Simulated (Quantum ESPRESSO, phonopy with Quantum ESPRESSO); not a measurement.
# Grüneisen parameters and expansion of BP (F-43m), part 7 of 8

Wanted: mode Grüneisen parameters of BP and a free-energy fit over volumes.

Experimental results on record:
- volume expansion coefficient 9.6 1e-6/K near room temperature (given in “Thermal expansion coefficients of high thermal conducting BAs and BP materials (three times its linear coefficient)”, 2019, arxiv:1906.04101)

Quantum ESPRESSO 7.5; DFT LDA, scalar-relativistic, plane waves, GBRV ultrasoft pseudopotentials.

So far. Step 12 (Lattice dynamics at this volume, V/V0 1.015): The time given is that of the 2 pw.x runs on displaced cells behind this step. Step 13 (Ground state at this cell, V/V0 0.985): The run ends at a pressure of 2.60 GPa.

**14. Zone-centre response**

In a polar crystal the Born charges and ε∞ give the long-range dipole term that a finite supercell misses. They are those of this k-mesh and were not tested on a denser one; where the gap is small they converge slowly, and the LO modes with them.

File ph.in:

```
phonons
 &inputph
    prefix='x',
    outdir='./tmp',
    fildyn='x.dyn',
    tr2_ph=1.0d-18,
    epsil=.true.,
 /
0.000000000 0.000000000 0.000000000
```

File scf.in:

```
 &control
    calculation='scf',
    prefix='x',
    outdir='./tmp',
    pseudo_dir='./pseudo',
    tprnfor=.true.,
    tstress=.true.,
 /
 &system
    ibrav=0,
    nat=2,
    ntyp=2,
    ecutwfc=30.0,
    ecutrho=180.0,
    occupations='fixed',
    nbnd=6,
 /
 &electrons
    conv_thr=1.0d-12,
    mixing_beta=0.7,
    electron_maxstep=100,
 /
ATOMIC_SPECIES
 B      10.8100  B.upf
 P      30.9738  P.upf
CELL_PARAMETERS angstrom
     0.000000000    2.232521185    2.232521185
     2.232521185    0.000000000    2.232521185
     2.232521185    2.232521185    0.000000000
ATOMIC_POSITIONS crystal
 B      0.000000000   0.000000000   0.000000000
 P      0.250000000   0.250000000   0.250000000
K_POINTS automatic
 12 12 12 0 0 0
```

Launch:

```
OMP_NUM_THREADS=1 mpirun -n 4 ph.x -nk 4 -in ph.in > ph.out
```

Log:

```text
[banner, memory and clock lines left out]
Program PHONON v.7.5

     ./tmp/x.save/

     IMPORTANT: XC functional enforced from input :
     Exchange-correlation= PZ
                           (   1   1   0   0   0   0   0)
     Any further DFT definition will be discarded
     Please, verify this is what you really want

     G-vector sticks info

     Reading collected, re-writing distributed wavefunctions in ./tmp/

     Number and degeneracy of irreps per q-point
       N         xq(1)         xq(2)         xq(3)   N irreps
[...]
freq (    1) =      -0.366018 [THz] =     -12.209040 [cm-1]
     freq (    2) =      -0.366018 [THz] =     -12.209040 [cm-1]
     freq (    3) =      -0.366018 [THz] =     -12.209040 [cm-1]
     freq (    4) =      25.065907 [THz] =     836.108645 [cm-1]
     freq (    5) =      25.065907 [THz] =     836.108645 [cm-1]
     freq (    6) =      25.065907 [THz] =     836.108645 [cm-1]
 **************************************************************************

     Mode symmetry, T_d (-43m)  point group:

     freq (   1-   3) =        -12.2  [cm-1]   --> T_2  G_15 P_4   I+R
     freq (   4-   6) =        836.1  [cm-1]   --> T_2  G_15 P_4   I+R
```

The job ended after 40 s (4 MPI ranks of Intel Xeon Platinum 8175M at 2.50GHz (Skylake/Cascade Lake), shared host; 2.6 min of CPU time).

The Born charges sum to zero within 0.0038 e; the rest is removed before use. Acoustic frequencies in this log differ from zero by the error of the sum rule, which ph.x does not impose.

**15. A displaced supercell**

One atom (for the harmonic constants) or a pair of atoms (for the cubic ones) is moved by a few hundredths of an ångström; the forces on all atoms give a column of force constants. The threshold is tight because the forces are small.

System of this step: BP. The cell holds 54 atoms: 27 B and 27 P. Cell: a = 9.472 Å, b = 9.472 Å, c = 9.472 Å, α = 60.0°, β = 60.0°, γ = 60.0°. It derives from BP, repeated 3×3×3.

File disp-00001.in:

```
 &control
    calculation='scf',
    prefix='x',
    outdir='./tmp',
    pseudo_dir='./pseudo',
    tprnfor=.true.,
    disk_io='none',
 /
 &system
    ibrav=0,
    nat=54,
    ntyp=2,
    ecutwfc=30.0,
    ecutrho=180.0,
    occupations='fixed',
    nbnd=110,
 /
 &electrons
    conv_thr=1.0d-11,
    mixing_beta=0.7,
    electron_maxstep=100,
 /
ATOMIC_SPECIES
 B      10.8100  B.upf
 P      30.9738  P.upf
CELL_PARAMETERS angstrom
     0.000000000    6.697563556    6.697563556
     6.697563556    0.000000000    6.697563556
     6.697563556    6.697563556    0.000000000
ATOMIC_POSITIONS crystal
 B      0.002111534   0.000000000   0.000000000
 B      0.333333333   0.000000000   0.000000000
 B      0.666666667   0.000000000   0.000000000
 B      0.000000000   0.333333333   0.000000000
 B      0.333333333   0.333333333   0.000000000
 B      0.666666667   0.333333333   0.000000000
 B      0.000000000   0.666666667   0.000000000
 B      0.333333333   0.666666667   0.000000000
 B      0.666666667   0.666666667   0.000000000
 B      0.000000000   0.000000000   0.333333333
 B      0.333333333   0.000000000   0.333333333
 B      0.666666667   0.000000000   0.333333333
 B      0.000000000   0.333333333   0.333333333
 B      0.333333333   0.333333333   0.333333333
 B      0.666666667   0.333333333   0.333333333
 B      0.000000000   0.666666667   0.333333333
 B      0.333333333   0.666666667   0.333333333
 B      0.666666667   0.666666667   0.333333333
 B      0.000000000   0.000000000   0.666666667
 B      0.333333333   0.000000000   0.666666667
 B      0.666666667   0.000000000   0.666666667
 B      0.000000000   0.333333333   0.666666667
 B      0.333333333   0.333333333   0.666666667
 B      0.666666667   0.333333333   0.666666667
 B      0.000000000   0.666666667   0.666666667
 B      0.333333333   0.666666667   0.666666667
 B      0.666666667   0.666666667   0.666666667
 P      0.083333333   0.083333333   0.083333333
 P      0.416666667   0.083333333   0.083333333
 P      0.750000000   0.083333333   0.083333333
 P      0.083333333   0.416666667   0.083333333
 P      0.416666667   0.416666667   0.083333333
 P      0.750000000   0.416666667   0.083333333
 P      0.083333333   0.750000000   0.083333333
 P      0.416666667   0.750000000   0.083333333
 P      0.750000000   0.750000000   0.083333333
 P      0.083333333   0.083333333   0.416666667
 P      0.416666667   0.083333333   0.416666667
 P      0.750000000   0.083333333   0.416666667
 P      0.083333333   0.416666667   0.416666667
 P      0.416666667   0.416666667   0.416666667
 P      0.750000000   0.416666667   0.416666667
 P      0.083333333   0.750000000   0.416666667
 P      0.416666667   0.750000000   0.416666667
 P      0.750000000   0.750000000   0.416666667
 P      0.083333333   0.083333333   0.750000000
 P      0.416666667   0.083333333   0.750000000
 P      0.750000000   0.083333333   0.750000000
 P      0.083333333   0.416666667   0.750000000
 P      0.416666667   0.416666667   0.750000000
 P      0.750000000   0.416666667   0.750000000
 P      0.083333333   0.750000000   0.750000000
 P      0.416666667   0.750000000   0.750000000
 P      0.750000000   0.750000000   0.750000000
K_POINTS automatic
 3 3 3 0 0 0
```

Launch:

```
OMP_NUM_THREADS=1 mpirun -n 2 pw.x -nk 2 -in disp-00001.in > disp-00001.out
```

Log:

```text
[banner, memory and clock lines left out]
Program PWSCF v.7.5

     Message from routine setup:
     using ibrav=0 with symmetry is DISCOURAGED, use correct ibrav instead

     G-vector sticks info

     bravais-lattice index     =            0
     lattice parameter (alat)  =      17.8991  a.u.
     unit-cell volume          =    4054.8718 (a.u.)^3
     number of atoms/cell      =           54
     number of atomic types    =            2
     number of electrons       =       216.00
[...]
atom    1 type  1   force =    -0.00045965   -0.01167173   -0.01167173
     atom    2 type  1   force =     0.00031005    0.00043097    0.00043097
     atom    3 type  1   force =    -0.00030993    0.00041640    0.00041640
[...]
atom   53 type  2   force =     0.00009612   -0.00002387   -0.00002387
     atom   54 type  2   force =     0.00000013   -0.00002252   -0.00002252

     Total force =     0.019395     Total SCF correction =     0.000001
     Message from routine punch:
     Nothing written, as per user request (disk_io='none')
[key lines of the parts left out:]
!    total energy              =    -594.23187050 Ry
convergence has been achieved in  18 iterations
```

The job ended after 10 min (2 MPI ranks; 20 min of CPU time).

**16. Lattice dynamics at this volume, V/V0 0.985**

This step: DFT LDA, scalar-relativistic, plane waves, GBRV ultrasoft pseudopotentials (phonopy with Quantum ESPRESSO 4.10.0 / 7.5).

It took 10 min on 4 threads.

No mode is imaginary beyond numerical noise along the path. The highest zone-centre mode (no LO–TO term) moved by +1.5 % for a volume change of -1.5 %.

The time given is that of the 2 pw.x runs on displaced cells behind this step.

**17. Self-consistent run, V/V0 1.03**

A tight ground state at this cell gives the energy of this member; its pressure is the stress at this cutoff, which can carry an offset from the finite basis.

This step: DFT LDA, scalar-relativistic, plane waves, GBRV ultrasoft pseudopotentials (Quantum ESPRESSO 7.5).

System of this step: BP. The structure is cubic, space group F-43m (No. 216). Conventional cell: a = 4.532 Å, b = 4.532 Å, c = 4.532 Å, α = 90.00°, β = 90.00°, γ = 90.00°. Nearest to B lie 4 P at 1.96 Å. Nearest to P lie 4 B at 1.96 Å. Farther neighbours are not listed.

Changes to scf.in since step 14:

```diff
@@ -26,5 +26,5 @@
 CELL_PARAMETERS angstrom
-     0.000000000    2.232521185    2.232521185
-     2.232521185    0.000000000    2.232521185
-     2.232521185    2.232521185    0.000000000
+     0.000000000    2.266013990    2.266013990
+     2.266013990    0.000000000    2.266013990
+     2.266013990    2.266013990    0.000000000
 ATOMIC_POSITIONS crystal
```

Launch:

```
OMP_NUM_THREADS=1 mpirun -n 4 pw.x -nk 4 -in scf.in > scf.out
```

Log:

```text
[banner, memory and clock lines left out]
Program PWSCF v.7.5

     Message from routine setup:
     using ibrav=0 with symmetry is DISCOURAGED, use correct ibrav instead

     G-vector sticks info

     bravais-lattice index     =            0
     lattice parameter (alat)  =       6.0559  a.u.
     unit-cell volume          =     157.0415 (a.u.)^3
     number of atoms/cell      =            2
     number of atomic types    =            2
     number of electrons       =         8.00
[...]
atom    2 type  2   force =     0.00000000    0.00000000    0.00000000

     Total force =     0.000000     Total SCF correction =     0.000000

     Computing stress (Cartesian axis) and pressure

          total   stress  (Ry/bohr**3)                   (kbar)     P=      -50.69
[...]
-0.00000000  -0.00034456  -0.00000000           -0.00      -50.69       -0.00
  -0.00000000  -0.00000000  -0.00034456           -0.00       -0.00      -50.69

     XML data file, charge density, pseudopotentials, collected wavefunctions
[key lines of the parts left out:]
!    total energy              =     -22.00844686 Ry
convergence has been achieved in   9 iterations
```

It took 4.2 s on 4 MPI ranks.

The run ends at a pressure of -5.07 GPa.

**18. Born charges and dielectric tensor**

In a polar crystal the Born charges and ε∞ give the long-range dipole term that a finite supercell misses. They are those of this k-mesh and were not tested on a denser one; where the gap is small they converge slowly, and the LO modes with them.

ph.in is that of step 14.

scf.in is that of step 17.

Launch:

```
OMP_NUM_THREADS=1 mpirun -n 4 ph.x -nk 4 -in ph.in > ph.out
```

Log:

```text
[banner, memory and clock lines left out]
Program PHONON v.7.5

     ./tmp/x.save/

     IMPORTANT: XC functional enforced from input :
     Exchange-correlation= PZ
                           (   1   1   0   0   0   0   0)
     Any further DFT definition will be discarded
     Please, verify this is what you really want

     G-vector sticks info

     Reading collected, re-writing distributed wavefunctions in ./tmp/

     Number and degeneracy of irreps per q-point
       N         xq(1)         xq(2)         xq(3)   N irreps
[...]
freq (    1) =      -0.175917 [THz] =      -5.867949 [cm-1]
     freq (    2) =      -0.175917 [THz] =      -5.867949 [cm-1]
     freq (    3) =      -0.175917 [THz] =      -5.867949 [cm-1]
     freq (    4) =      23.961636 [THz] =     799.274145 [cm-1]
     freq (    5) =      23.961636 [THz] =     799.274145 [cm-1]
     freq (    6) =      23.961636 [THz] =     799.274145 [cm-1]
 **************************************************************************

     Mode symmetry, T_d (-43m)  point group:

     freq (   1-   3) =         -5.9  [cm-1]   --> T_2  G_15 P_4   I+R
     freq (   4-   6) =        799.3  [cm-1]   --> T_2  G_15 P_4   I+R
```

The job ended after 40 s (4 MPI ranks).

ε∞:

```
9.23 0.00 0.00
0.00 9.23 0.00
0.00 0.00 9.23
```

The Born charges sum to zero within 0.0036 e; the rest is removed before use. Acoustic frequencies in this log differ from zero by the error of the sum rule, which ph.x does not impose.

**19. Forces on a displaced cell**

One atom (for the harmonic constants) or a pair of atoms (for the cubic ones) is moved by a few hundredths of an ångström; the forces on all atoms give a column of force constants. The threshold is tight because the forces are small.

System of this step: BP. The cell holds 54 atoms: 27 B and 27 P. Cell: a = 9.614 Å, b = 9.614 Å, c = 9.614 Å, α = 60.0°, β = 60.0°, γ = 60.0°. It derives from BP, repeated 3×3×3.

Changes to disp-00001.in since step 15:

```diff
@@ -26,7 +26,7 @@
 CELL_PARAMETERS angstrom
-     0.000000000    6.697563556    6.697563556
-     6.697563556    0.000000000    6.697563556
-     6.697563556    6.697563556    0.000000000
+     0.000000000    6.798041970    6.798041970
+     6.798041970    0.000000000    6.798041970
+     6.798041970    6.798041970    0.000000000
 ATOMIC_POSITIONS crystal
- B      0.002111534   0.000000000   0.000000000
+ B      0.002080325   0.000000000   0.000000000
  B      0.333333333   0.000000000   0.000000000
```

Launch:

```
OMP_NUM_THREADS=1 mpirun -n 2 pw.x -nk 2 -in disp-00001.in > disp-00001.out
```

Log:

```text
[banner, memory and clock lines left out]
Program PWSCF v.7.5

     Message from routine setup:
     using ibrav=0 with symmetry is DISCOURAGED, use correct ibrav instead

     G-vector sticks info

     bravais-lattice index     =            0
     lattice parameter (alat)  =      18.1676  a.u.
     unit-cell volume          =    4240.1197 (a.u.)^3
     number of atoms/cell      =           54
     number of atomic types    =            2
     number of electrons       =       216.00
[...]
atom    1 type  1   force =    -0.00040412   -0.01052021   -0.01052021
     atom    2 type  1   force =     0.00028185    0.00038139    0.00038139
     atom    3 type  1   force =    -0.00028095    0.00036780    0.00036780
[...]
atom   53 type  2   force =     0.00008681   -0.00001971   -0.00001971
     atom   54 type  2   force =     0.00000012   -0.00002208   -0.00002208

     Total force =     0.017369     Total SCF correction =     0.000001
     Message from routine punch:
     Nothing written, as per user request (disk_io='none')
[key lines of the parts left out:]
!    total energy              =    -594.22595813 Ry
convergence has been achieved in  19 iterations
```

The job ended after 10 min (2 MPI ranks).

**20. Lattice dynamics at this volume, V/V0 1.03**

This step: DFT LDA, scalar-relativistic, plane waves, GBRV ultrasoft pseudopotentials (phonopy with Quantum ESPRESSO 4.10.0 / 7.5).

Wall time 10 min (4 threads).

Phonopy, LO-TO term from ph.x's tensors. The phonon branches at the labelled points (cm⁻¹):

| point | branch 1 | branch 2 | branch 3 | branch 4 | branch 5 | branch 6 |
| --- | --- | --- | --- | --- | --- | --- |
| Γ | 0 | 0 | 0 | 800 | 800 | 805 |
| halfway | 236 | 236 | 361 | 749 | 749 | 802 |
| X | 310 | 310 | 519 | 689 | 689 | 779 |
| halfway | 308 | 339 | 505 | 683 | 692 | 778 |
| U | 303 | 397 | 469 | 671 | 703 | 779 |
| jump to K | 303 | 397 | 469 | 671 | 703 | 779 |
| halfway | 211 | 268 | 367 | 754 | 764 | 783 |
| Γ | 0 | 0 | 0 | 800 | 800 | 805 |
| halfway | 175 | 175 | 345 | 775 | 775 | 787 |
| L | 224 | 224 | 498 | 753 | 753 | 753 |
| halfway | 281 | 344 | 472 | 694 | 728 | 776 |
| W | 350 | 399 | 444 | 677 | 692 | 775 |
| halfway | 330 | 344 | 493 | 683 | 691 | 777 |
| X | 310 | 310 | 519 | 689 | 689 | 779 |

The phonon branches as a text plot (rows in cm⁻¹):

```
    789 |**************************************      ************
    755 |    ***              *****          ********
    722 |       ***        *****                    *****
    688 |          ***********                        ***********
    655 |                 *
    621 |
    587 |
    554 |
    520 |          *****                                      ***
    487 |         *     **                      *******      *
    453 |                 **                   *       ******
    420 |       **         *****             **
    386 |                ** **                         ******
    352 |     **       **       *           *         *  *****
    319 |          ********   **                     * **    ****
    285 |    *  ***        ***   **        *          *
    252 |     **              ***                 ****
    218 |                       *****          *****
    185 |  ***                           ** ***
    151 |                        ****      *
    117 |  **                      ***
     84 | *                          *  ***
     50 |                            *  *
     17 |*                            **
         Γ           X  U|K            Γ         L        W     X
```

No mode is imaginary beyond numerical noise along the path. The highest zone-centre mode (no LO–TO term) moved by -3.0 % for a volume change of +3.0 %.

The time given is that of the 2 pw.x runs on displaced cells behind this step.

**21. Self-consistent run, V/V0 0.97**

A tight ground state at this cell gives the energy of this member; its pressure is the stress at this cutoff, which can carry an offset from the finite basis.

This step: DFT LDA, scalar-relativistic, plane waves, GBRV ultrasoft pseudopotentials (Quantum ESPRESSO 7.5).

System of this step: BP. Symmetry: F-43m, No. 216, cubic system. Conventional cell: a = 4.442 Å, b = 4.442 Å, c = 4.442 Å, α = 90.00°, β = 90.00°, γ = 90.00°. Nearest to B lie 4 P at 1.92 Å. P has 4 B at 1.92 Å nearest. Farther neighbours are not listed.

Changes to scf.in since step 18:

```diff
@@ -26,5 +26,5 @@
 CELL_PARAMETERS angstrom
-     0.000000000    2.266013990    2.266013990
-     2.266013990    0.000000000    2.266013990
-     2.266013990    2.266013990    0.000000000
+     0.000000000    2.221130573    2.221130573
+     2.221130573    0.000000000    2.221130573
+     2.221130573    2.221130573    0.000000000
 ATOMIC_POSITIONS crystal
```

Launch:

```
OMP_NUM_THREADS=1 mpirun -n 4 pw.x -nk 4 -in scf.in > scf.out
```

Log:

```text
[banner, memory and clock lines left out]
Program PWSCF v.7.5

     Message from routine setup:
     using ibrav=0 with symmetry is DISCOURAGED, use correct ibrav instead

     G-vector sticks info

     bravais-lattice index     =            0
     lattice parameter (alat)  =       5.9359  a.u.
     unit-cell volume          =     147.8934 (a.u.)^3
     number of atoms/cell      =            2
     number of atomic types    =            2
     number of electrons       =         8.00
[...]
atom    2 type  2   force =    -0.00000000    0.00000000    0.00000000

     Total force =     0.000000     Total SCF correction =     0.000000

     Computing stress (Cartesian axis) and pressure

          total   stress  (Ry/bohr**3)                   (kbar)     P=       55.50
[...]
0.00000000   0.00037730  -0.00000000            0.00       55.50       -0.00
  -0.00000000  -0.00000000   0.00037730           -0.00       -0.00       55.50

     XML data file, charge density, pseudopotentials, collected wavefunctions
[key lines of the parts left out:]
!    total energy              =     -22.00788503 Ry
convergence has been achieved in   9 iterations
```

It took 4.2 s on 4 MPI ranks; 16 s of CPU time.

The run ends at a pressure of 5.55 GPa.

**22. Born charges and dielectric tensor**

In a polar crystal the Born charges and ε∞ give the long-range dipole term that a finite supercell misses. They are those of this k-mesh and were not tested on a denser one; where the gap is small they converge slowly, and the LO modes with them.

ph.in is that of step 18.

scf.in is that of step 21.

Launch:

```
OMP_NUM_THREADS=1 mpirun -n 4 ph.x -nk 4 -in ph.in > ph.out
```

Log:

```text
[banner, memory and clock lines left out]
Program PHONON v.7.5

     ./tmp/x.save/

     IMPORTANT: XC functional enforced from input :
     Exchange-correlation= PZ
                           (   1   1   0   0   0   0   0)
     Any further DFT definition will be discarded
     Please, verify this is what you really want

     G-vector sticks info

     Reading collected, re-writing distributed wavefunctions in ./tmp/

     Number and degeneracy of irreps per q-point
       N         xq(1)         xq(2)         xq(3)   N irreps
[...]
freq (    1) =      -0.333482 [THz] =     -11.123764 [cm-1]
     freq (    2) =      -0.333482 [THz] =     -11.123764 [cm-1]
     freq (    3) =      -0.333482 [THz] =     -11.123764 [cm-1]
     freq (    4) =      25.456311 [THz] =     849.131135 [cm-1]
     freq (    5) =      25.456311 [THz] =     849.131135 [cm-1]
     freq (    6) =      25.456311 [THz] =     849.131135 [cm-1]
 **************************************************************************

     Mode symmetry, T_d (-43m)  point group:

     freq (   1-   3) =        -11.1  [cm-1]   --> T_2  G_15 P_4   I+R
     freq (   4-   6) =        849.1  [cm-1]   --> T_2  G_15 P_4   I+R
```

Wall time 39 s (4 MPI ranks); 2.6 min of CPU time.

ε∞:

```
9.21 0.00 0.00
0.00 9.21 0.00
0.00 0.00 9.21
```

The Born charges sum to zero within 0.0039 e; the rest is removed before use. Acoustic frequencies in this log differ from zero by the error of the sum rule, which ph.x does not impose.

[end of part 7 of 8]

[Logs are printed without paths, hosts, clocks, repeated set-up lines and the standing remarks that a program may print on its own settings, such as how far it seeks lower states.]

[Hosts, paths, dates, database ids (printed as entryN), source tags and the programs' standing remarks are cut or masked in the printed files.]

[A step with changed settings may run another functional than the one named; its input shows which.]

[Of the runs on displaced cells, only some may be shown.]
